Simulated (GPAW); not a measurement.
# Ballistic transport through a Ga chain with one Al atom in line, cheap and dear

Wanted: the zero-bias transmission of a Ga chain with one Al atom in line on a ladder of levels, with run times.

Main program and level: GPAW 26.7.0; GPAW LCAO, PAW setups; Landauer transmission from Green's functions with principal layers (ASE), zero bias.

## (1) Starting point

The cell holds 11 atoms: 10 Ga and 1 Al. Its edges and angles: a = 9.000 Å, b = 9.000 Å, c = 27.864 Å, α = 90.0°, β = 90.0°, γ = 90.0°. Regions: left lead, 5 atoms (5 Ga); channel, 1 atom (1 Al); right lead, 5 atoms (5 Ga). Vacuum lies along a and b. The structure is stacked along c, and the current runs across the ab planes.

## (2) Double-zeta polarised basis

The script solves lead and junction separately, takes H and S in the orbital basis, and joins semi-infinite leads through their self-energies; the dzp basis is the working standard.

run.py reads:

```python
import json
import numpy as np
from ase import Atoms
from ase.transport.calculators import TransportCalculator
from gpaw import GPAW, FermiDirac
from gpaw.lcao.tools import get_lcao_hamiltonian
from scipy.linalg import eigh

# The junction with lead layers at both ends, along the third cell vector
device = Atoms(
    ['Ga', 'Ga', 'Ga', 'Ga', 'Ga', 'Al', 'Ga', 'Ga', 'Ga', 'Ga', 'Ga'],
    positions=[
        [4.50000, 4.50000, 1.27500],
        [4.50000, 4.50000, 3.82500],
        [4.50000, 4.50000, 6.37500],
        [4.50000, 4.50000, 8.92500],
        [4.50000, 4.50000, 11.47500],
        [4.50000, 4.50000, 13.93200],
        [4.50000, 4.50000, 16.38900],
        [4.50000, 4.50000, 18.93900],
        [4.50000, 4.50000, 21.48900],
        [4.50000, 4.50000, 24.03900],
        [4.50000, 4.50000, 26.58900]],
    cell=[[9.0, 0.0, 0.0], [0.0, 9.0, 0.0], [0.0, 0.0, 27.864]],
    pbc=True)

# One principal layer of the lead: the first 3 atoms of the device
lead = Atoms(
    ['Ga', 'Ga', 'Ga'],
    positions=[
        [4.50000, 4.50000, 1.27500],
        [4.50000, 4.50000, 3.82500],
        [4.50000, 4.50000, 6.37500]],
    cell=[[9.0, 0.0, 0.0], [0.0, 9.0, 0.0], [0.0, 0.0, 7.65]],
    pbc=True)

settings = dict(mode='lcao', basis='dzp', xc='PBE', h=0.2,
                occupations=FermiDirac(0.1), maxiter=250,
                mixer=dict(beta=0.1, nmaxold=8, weight=100.0),
                convergence=dict(density=0.0001))
energies = np.arange(-3, 3 + 1e-9, 0.075)
eta = 0.0001
n1, n2 = 1, 1
# k and -k transmit alike, so half of the mesh across the current serves
mesh = [(i, j) for i in range(n1) for j in range(n2) if (i, j) <= (-i % n1, -j % n2)]
weights = np.array([1 if (i, j) == (-i % n1, -j % n2) else 2 for i, j in mesh]) / (n1 * n2)

# [... helper functions left out ...]
fermi_lead = ground_state(lead, (1, 1, 15), 'lead.txt')
fermi_device = ground_state(device, (1, 1, 3), 'device.txt')
# [... loop over the mesh left out, but for ...]
        # Shift the lead onto the potential of the device's first layer
        shift = ((H[:, 0, 0] - H0[:, 0, 0]) / S0[0, 0]).real.mean()
# [...]
kT = 8.617333e-5 * 300
bias = [0.1, 0.2, 0.5, 1.0, 1.5, 2.0]
# [... integrals and printing left out ...]
```

Launch:

```bash
$ OMP_NUM_THREADS=1 OPENBLAS_NUM_THREADS=1 python run.py
```

The log of the run:

```text
basis functions: device 143, principal layer 39
Fermi level: lead -2.8498 eV, device -2.8802 eV; lead shifted by 0.0044 eV
largest coupling past the next layer 6.03e-05 eV, largest misfit of the first layer 0.013 eV
  E-E_F (eV)   T (one spin)  [channel counts left out]
    -3.000    7.7991e-01
    -2.925    7.8190e-01
    -2.850    7.8391e-01
    -2.775    7.8596e-01
    -2.700    7.8804e-01
    -2.625    7.9017e-01
    -2.550    7.9233e-01
    -2.475    7.9453e-01
    -2.400    7.9676e-01
    -2.325    7.9898e-01
    -2.250    8.0117e-01
    -2.175    8.0328e-01
    -2.100    8.0522e-01
    -2.025    8.0689e-01
    -1.950    8.0806e-01
    -1.875    8.0839e-01
[...]
2.475    2.8985e+00
     2.550    2.8951e+00
     2.625    2.8915e+00
     2.700    2.8879e+00
     2.775    2.8841e+00
     2.850    2.8801e+00
     2.925    2.8760e+00
     3.000    2.8718e+00
conductance at 300 K: 2.8677 G0 a cell; thermopower -0.6747 uV/K
current from the zero-bias T(E) at 0.1 V: 22.211 uA
current from the zero-bias T(E) at 0.2 V: 44.355 uA
current from the zero-bias T(E) at 0.5 V: 106.97 uA
current from the zero-bias T(E) at 1.0 V: 183.9 uA
current from the zero-bias T(E) at 1.5 V: 258.2 uA
current from the zero-bias T(E) at 2.0 V: 332.57 uA
```

Elapsed: 61 s, on 1 thread of Arm Neoverse N1, shared host; peak memory 0.96 GiB.

Numbers from this step:

```yaml
conductance: 2.868 G₀
largest_coupling_past_the_next_principal_layer: 6.03e-5 eV
largest_misfit_of_the_first_principal_layer: 0.01325 eV
shift_that_aligns_the_lead: 0.004411 eV
basis_functions_of_the_junction: 143
basis_functions_of_a_principal_layer: 39
transmission_at_the_fermi_level_one_spin: 2.871
```

One spin. Transmission, zone mean against energy, zero at the Fermi level:

energy (eV), transmission, zone mean and a bar from the least value:
```
    -3.00       0.78 
    -2.85       0.78 
    -2.70       0.79 
    -2.55       0.79 #
    -2.33       0.80 #
    -2.17       0.80 #
    -2.02       0.81 #
    -1.88       0.81 #
    -1.73       0.80 #
    -1.57       0.75 
    -1.35       0.92 ##
    -1.20       0.89 ##
    -1.05       0.89 ##
    -0.90       0.89 ##
    -0.75       0.90 ##
    -0.60       0.90 ##
    -0.38       0.91 ##
    -0.23       2.48 ########################
    -0.07       2.85 #############################
     0.00       2.87 #############################
     0.07       2.88 #############################
     0.23       2.90 #############################
     0.38       2.91 ##############################
     0.60       2.93 ##############################
     0.75       2.94 ##############################
     0.90       2.95 ##############################
     1.05       2.94 ##############################
     1.20       2.94 ##############################
     1.35       2.94 ##############################
     1.57       2.93 ##############################
     1.73       2.93 ##############################
     1.88       2.92 ##############################
     2.02       2.92 ##############################
     2.17       2.91 ##############################
     2.33       2.91 #############################
     2.55       2.90 #############################
     2.70       2.89 #############################
     2.85       2.88 #############################
     3.00       2.87 #############################
```

Not self-consistent under bias; the bias window is split evenly. Table of current through one cell, from the zero-bias transmission by bias:

| bias (V) | current through one cell, from the zero-bias transmission (μA) |
| --- | --- |
| 0.100 | 22.2 |
| 0.200 | 44.4 |
| 0.500 | 107 |
| 1.000 | 184 |
| 1.500 | 258 |
| 2.000 | 333 |

Table of transmission of the three most open eigenchannels by energy, zero at the Fermi level:

| energy (eV) | channel 1 | channel 2 | channel 3 |
| --- | --- | --- | --- |
| -3.00 | 0.780 | 5.5e-11 | 0 |
| -2.85 | 0.784 | 5.5e-11 | 0 |
| -2.70 | 0.788 | 5.4e-11 | 0 |
| -2.55 | 0.792 | 5.3e-11 | 0 |
| -2.33 | 0.799 | 5.2e-11 | 0 |
| -2.17 | 0.803 | 5.1e-11 | 0 |
| -2.02 | 0.807 | 5.0e-11 | 0 |
| -1.88 | 0.808 | 4.9e-11 | 0 |
| -1.73 | 0.803 | 4.8e-11 | 0 |
| -1.57 | 0.754 | 4.7e-11 | 0 |
| -1.35 | 0.918 | 4.5e-11 | 0 |
| -1.20 | 0.894 | 4.4e-11 | 0 |
| -1.05 | 0.892 | 4.3e-11 | 0 |
| -0.90 | 0.894 | 4.2e-11 | 0 |
| -0.75 | 0.899 | 4.1e-11 | 0 |
| -0.60 | 0.904 | 4.0e-11 | 0 |
| -0.38 | 0.911 | 3.8e-11 | 2.1e-11 |
| -0.23 | 0.916 | 0.783 | 0.783 |
| -0.07 | 0.966 | 0.966 | 0.921 |
| 0.00 | 0.974 | 0.974 | 0.923 |
| 0.07 | 0.978 | 0.978 | 0.925 |
| 0.23 | 0.983 | 0.983 | 0.930 |
| 0.38 | 0.989 | 0.989 | 0.934 |
| 0.60 | 0.996 | 0.996 | 0.940 |
| 0.75 | 0.998 | 0.998 | 0.945 |
| 0.90 | 0.998 | 0.998 | 0.949 |
| 1.05 | 0.996 | 0.996 | 0.953 |
| 1.20 | 0.992 | 0.992 | 0.957 |
| 1.35 | 0.988 | 0.988 | 0.961 |
| 1.57 | 0.982 | 0.982 | 0.967 |
| 1.73 | 0.978 | 0.978 | 0.971 |
| 1.88 | 0.975 | 0.973 | 0.973 |
| 2.02 | 0.978 | 0.969 | 0.969 |
| 2.17 | 0.982 | 0.965 | 0.965 |
| 2.33 | 0.985 | 0.960 | 0.960 |
| 2.55 | 0.989 | 0.953 | 0.953 |
| 2.70 | 0.991 | 0.948 | 0.948 |
| 2.85 | 0.993 | 0.943 | 0.943 |
| 3.00 | 0.995 | 0.938 | 0.938 |

Couplings past the next layer reach 6.0e-5 eV, small enough to drop; the matrix elements of the cell's first layer differ from the bulk lead's by up to 0.013 eV. That layer keeps its own values in the calculation, and only beyond it is the lead taken as perfect. The Fermi levels of lead and junction count from different zeros of potential, one for each periodic cell; with both set to zero, the small remaining shift is what aligns them. By hand: G = 2.868 × 77.48 μS = 222 μS, a resistance of 4.50 kΩ; at 0.1 V a linear junction would pass 22.2 μA, and the integral over the bias window gives 22.2 μA.

## (3) GPAW, szp: basis = "szp(dzp)"

One radial function a shell plus polarisation makes the matrices smaller; the question is what that costs.

Changes to run.py since step 2:

```diff
@@ -36,3 +36,3 @@
 
-settings = dict(mode='lcao', basis='dzp', xc='PBE', h=0.2,
+settings = dict(mode='lcao', basis='szp(dzp)', xc='PBE', h=0.2,
                 occupations=FermiDirac(0.1), maxiter=250,
```

The log of the run:

```text
basis functions: device 99, principal layer 27
Fermi level: lead -3.1746 eV, device -3.2177 eV; lead shifted by 0.0045 eV
largest coupling past the next layer 5.81e-05 eV, largest misfit of the first layer 0.014 eV
  E-E_F (eV)   T (one spin)  channels
    -3.000    7.6318e-01    1.0000
    -2.925    7.6412e-01    1.0000
    -2.850    7.6496e-01    1.0000
    -2.775    7.6567e-01    1.0000
    -2.700    7.6621e-01    1.0000
    -2.625    7.6652e-01    1.0000
    -2.550    7.6652e-01    1.0000
    -2.475    7.6612e-01    1.0000
    -2.400    7.6515e-01    1.0000
    -2.325    7.6341e-01    1.0000
    -2.250    7.6058e-01    1.0000
    -2.175    7.5615e-01    1.0000
    -2.100    7.4929e-01    1.0000
    -2.025    7.3851e-01    1.0000
    -1.950    7.2090e-01    1.0000
    -1.875    6.8976e-01    1.0000
[...]
2.475    2.8945e+00    3.0000
     2.550    2.8903e+00    3.0000
     2.625    2.8860e+00    3.0000
     2.700    2.8816e+00    3.0000
     2.775    2.8771e+00    3.0000
     2.850    2.8725e+00    3.0000
     2.925    2.8677e+00    3.0000
     3.000    2.8626e+00    3.0000
conductance at 300 K: 2.8761 G0 a cell; thermopower -0.6764 uV/K
current from the zero-bias T(E) at 0.1 V: 22.275 uA
current from the zero-bias T(E) at 0.2 V: 44.473 uA
current from the zero-bias T(E) at 0.5 V: 106.14 uA
current from the zero-bias T(E) at 1.0 V: 183.14 uA
current from the zero-bias T(E) at 1.5 V: 258.07 uA
current from the zero-bias T(E) at 2.0 V: 333.17 uA
```

Wall time 49 s (1 thread); peak memory 0.94 GiB.

Numbers from this step:

- conductance: 2.876 G₀
- largest coupling past the next principal layer: 5.81e-5 eV
- largest misfit of the first principal layer: 0.01390 eV
- shift that aligns the lead: 0.004548 eV
- basis functions of the junction: 99
- basis functions of a principal layer: 27
- transmission at the Fermi level (one spin): 2.879
- open channels of the lead at the Fermi level (one spin): 3

One spin. Table of transmission, zone mean by energy, zero at the Fermi level:

energy (eV), transmission, zone mean and a bar:
```
    -3.00       0.76 ########
    -2.77       0.77 ########
    -2.55       0.77 ########
    -2.40       0.77 ########
    -2.17       0.76 ########
    -1.95       0.72 #######
    -1.73       0.44 ####
    -1.57       0.00 
    -1.35       0.97 ##########
    -1.12       0.93 #########
    -0.90       0.92 #########
    -0.75       0.92 #########
    -0.53       0.92 #########
    -0.30       0.93 #########
    -0.07       2.86 #############################
     0.00       2.88 #############################
     0.07       2.89 #############################
     0.30       2.92 ##############################
     0.53       2.94 ##############################
     0.75       2.95 ##############################
     0.90       2.95 ##############################
     1.12       2.95 ##############################
     1.35       2.94 ##############################
     1.57       2.93 ##############################
     1.73       2.93 ##############################
     1.95       2.92 ##############################
     2.17       2.91 ##############################
     2.40       2.90 #############################
     2.55       2.89 #############################
     2.77       2.88 #############################
     3.00       2.86 #############################
```

Crossings of the lead's bands, unfolded to its shortest repeat. The open channels, zone mean by energy, zero at the Fermi level:

| energy (eV) | open channels, zone mean |
| --- | --- |
| -3.00 | 1 |
| -2.85 | 1 |
| -2.70 | 1 |
| -2.55 | 1 |
| -2.33 | 1 |
| -2.17 | 1 |
| -2.02 | 1 |
| -1.88 | 1 |
| -1.73 | 1 |
| -1.57 | 0 |
| -1.35 | 1 |
| -1.20 | 1 |
| -1.05 | 1 |
| -0.90 | 1 |
| -0.75 | 1 |
| -0.60 | 1 |
| -0.38 | 1 |
| -0.23 | 3 |
| -0.07 | 3 |
| 0.00 | 3 |
| 0.07 | 3 |
| 0.23 | 3 |
| 0.38 | 3 |
| 0.60 | 3 |
| 0.75 | 3 |
| 0.90 | 3 |
| 1.05 | 3 |
| 1.20 | 3 |
| 1.35 | 3 |
| 1.57 | 3 |
| 1.73 | 3 |
| 1.88 | 3 |
| 2.02 | 3 |
| 2.17 | 3 |
| 2.33 | 3 |
| 2.55 | 3 |
| 2.70 | 3 |
| 2.85 | 3 |
| 3.00 | 3 |

Not self-consistent under bias; the bias window is split evenly. Current through one cell, from the zero-bias transmission against bias:

| bias (V) | current through one cell, from the zero-bias transmission (μA) |
| --- | --- |
| 0.100 | 22.3 |
| 0.200 | 44.5 |
| 0.500 | 106 |
| 1.000 | 183 |
| 1.500 | 258 |
| 2.000 | 333 |

Table of transmission of the three most open eigenchannels by energy, zero at the Fermi level:

| energy (eV) | channel 1 | channel 2 | channel 3 |
| --- | --- | --- | --- |
| -3.00 | 0.763 | 0 | 0 |
| -2.85 | 0.765 | 0 | 0 |
| -2.70 | 0.766 | 0 | 0 |
| -2.55 | 0.767 | 0 | 0 |
| -2.33 | 0.763 | 0 | 0 |
| -2.17 | 0.756 | 0 | 0 |
| -2.02 | 0.739 | 0 | 0 |
| -1.88 | 0.690 | 0 | 0 |
| -1.73 | 0.438 | 0 | 0 |
| -1.57 | 1.2e-6 | 0 | 0 |
| -1.35 | 0.969 | 0 | 0 |
| -1.20 | 0.939 | 0 | 0 |
| -1.05 | 0.927 | 0 | 0 |
| -0.90 | 0.923 | 0 | 0 |
| -0.75 | 0.922 | 0 | 0 |
| -0.60 | 0.924 | 0 | 0 |
| -0.38 | 0.927 | 5.4e-12 | 5.4e-12 |
| -0.23 | 0.931 | 0.617 | 0.617 |
| -0.07 | 0.965 | 0.965 | 0.934 |
| 0.00 | 0.971 | 0.971 | 0.936 |
| 0.07 | 0.975 | 0.975 | 0.938 |
| 0.23 | 0.982 | 0.982 | 0.942 |
| 0.38 | 0.989 | 0.989 | 0.946 |
| 0.60 | 0.996 | 0.996 | 0.951 |
| 0.75 | 0.999 | 0.999 | 0.955 |
| 0.90 | 0.998 | 0.998 | 0.959 |
| 1.05 | 0.995 | 0.995 | 0.963 |
| 1.20 | 0.990 | 0.990 | 0.966 |
| 1.35 | 0.986 | 0.986 | 0.970 |
| 1.57 | 0.979 | 0.979 | 0.975 |
| 1.73 | 0.978 | 0.975 | 0.975 |
| 1.88 | 0.981 | 0.971 | 0.971 |
| 2.02 | 0.984 | 0.966 | 0.966 |
| 2.17 | 0.987 | 0.962 | 0.962 |
| 2.33 | 0.989 | 0.957 | 0.957 |
| 2.55 | 0.992 | 0.949 | 0.949 |
| 2.70 | 0.994 | 0.944 | 0.944 |
| 2.85 | 0.995 | 0.939 | 0.939 |
| 3.00 | 0.996 | 0.933 | 0.933 |

The conductance, 2.88 G₀, lies 0.3 % above that of the dzp run.

## (4) Minimal basis

The minimal basis is the cheapest rung: no second zeta and no polarisation.

Changes to run.py since step 3:

```diff
@@ -36,3 +36,3 @@
 
-settings = dict(mode='lcao', basis='szp(dzp)', xc='PBE', h=0.2,
+settings = dict(mode='lcao', basis='sz(dzp)', xc='PBE', h=0.2,
                 occupations=FermiDirac(0.1), maxiter=250,
```

The log of the run:

```text
basis functions: device 44, principal layer 12
Fermi level: lead -3.2329 eV, device -3.2890 eV; lead shifted by 0.0010 eV
largest coupling past the next layer 5.75e-05 eV, largest misfit of the first layer 0.014 eV
  E-E_F (eV)   T (one spin)  channels
    -3.000    7.4738e-01    1.0000
    -2.925    7.4913e-01    1.0000
    -2.850    7.5079e-01    1.0000
[...]
2.925    2.9350e+00    3.0000
     3.000    2.9308e+00    3.0000
conductance at 300 K: 2.8401 G0 a cell; thermopower -0.8109 uV/K
current from the zero-bias T(E) at 0.1 V: 21.992 uA
current from the zero-bias T(E) at 0.2 V: 43.888 uA
current from the zero-bias T(E) at 0.5 V: 104.96 uA
current from the zero-bias T(E) at 1.0 V: 180.99 uA
current from the zero-bias T(E) at 1.5 V: 254.96 uA
current from the zero-bias T(E) at 2.0 V: 329.4 uA
```

Elapsed: 33 s, on 1 thread; peak memory 0.86 GiB.

This step gave:

| Quantity | Value |
| --- | --- |
| conductance | 2.840 G₀ |
| largest coupling past the next principal layer | 5.75e-5 eV |
| largest misfit of the first principal layer | 0.01396 eV |
| shift that aligns the lead | 0.001029 eV |
| basis functions of the junction | 44 |
| basis functions of a principal layer | 12 |
| transmission at the Fermi level (one spin) | 2.845 |

One spin. The transmission, zone mean by energy, zero at the Fermi level:

energy (eV), transmission, zone mean and a bar:
```
  -3.0000       0.75 ########
  -2.7750       0.75 ########
  -2.4750       0.76 ########
  -2.2500       0.75 ########
  -2.0250       0.73 #######
  -1.7250       0.00 
  -1.5000       0.00 
  -1.2750       0.93 #########
  -0.9750       0.91 #########
  -0.7500       0.91 #########
  -0.5250       0.92 #########
  -0.2250       2.23 #######################
   0.0000       2.84 #############################
   0.2250       2.86 #############################
   0.5250       2.89 #############################
   0.7500       2.92 ##############################
   0.9750       2.94 ##############################
   1.2750       2.95 ##############################
   1.5000       2.96 ##############################
   1.7250       2.96 ##############################
   2.0250       2.96 ##############################
   2.2500       2.96 ##############################
   2.4750       2.95 ##############################
   2.7750       2.94 ##############################
   3.0000       2.93 ##############################
```

The conductance, 2.84 G₀, lies 1.0 % below that of the dzp run.

## (5) RPBE in the dzp basis: xc = "RPBE"

Back in the dzp basis, the functional changes from PBE to RPBE, to set the spread between functionals beside that between bases.

Changes to run.py since step 4:

```diff
@@ -36,3 +36,3 @@
 
-settings = dict(mode='lcao', basis='sz(dzp)', xc='PBE', h=0.2,
+settings = dict(mode='lcao', basis='dzp', xc='RPBE', h=0.2,
                 occupations=FermiDirac(0.1), maxiter=250,
```

The log of the run:

```text
basis functions: device 143, principal layer 39
Fermi level: lead -2.7535 eV, device -2.7882 eV; lead shifted by 0.0048 eV
largest coupling past the next layer 6.04e-05 eV, largest misfit of the first layer 0.013 eV
  E-E_F (eV)   T (one spin)  [channel counts left out]
    -3.000    7.8635e-01
    -2.925    7.8857e-01
    -2.850    7.9085e-01
[...]
2.925    2.8785e+00
     3.000    2.8741e+00
conductance at 300 K: 2.8565 G0 a cell; thermopower -0.7033 uV/K
current from the zero-bias T(E) at 0.1 V: 22.123 uA
current from the zero-bias T(E) at 0.2 V: 44.179 uA
current from the zero-bias T(E) at 0.5 V: 106.53 uA
current from the zero-bias T(E) at 1.0 V: 183.09 uA
current from the zero-bias T(E) at 1.5 V: 257.04 uA
current from the zero-bias T(E) at 2.0 V: 331.06 uA
```

Wall time 60 s (1 thread); peak memory 0.96 GiB.

This step gave:

- conductance: 2.856 G₀
- largest coupling past the next principal layer: 6.04e-5 eV
- largest misfit of the first principal layer: 0.01334 eV
- shift that aligns the lead: 0.004753 eV
- basis functions of the junction: 143
- basis functions of a principal layer: 39
- transmission at the Fermi level (one spin): 2.860

The conductance, 2.86 G₀, lies 0.4 % below that of the dzp run.

## (6) All levels side by side

Times are for 1 thread of Arm Neoverse N1, shared host. The runs compared:

| no. | run | conductance (G₀) | time | memory (GiB) |
| --- | --- | --- | --- | --- |
| 1 | dzp | 2.868 | 61 s | 0.96 |
| 2 | szp | 2.876 | 49 s | 0.94 |
| 3 | sz | 2.840 | 33 s | 0.86 |
| 4 | dzp RPBE | 2.856 | 60 s | 0.96 |

[end of part 1 of 2]

[Logs are printed without paths, hosts, clocks, repeated set-up lines and the standing remarks that a program may print on its own settings, such as how far it seeks lower states.]

[Hosts, paths, dates, database ids (printed as entryN), source tags and the programs' standing remarks are cut or masked in the printed files.]
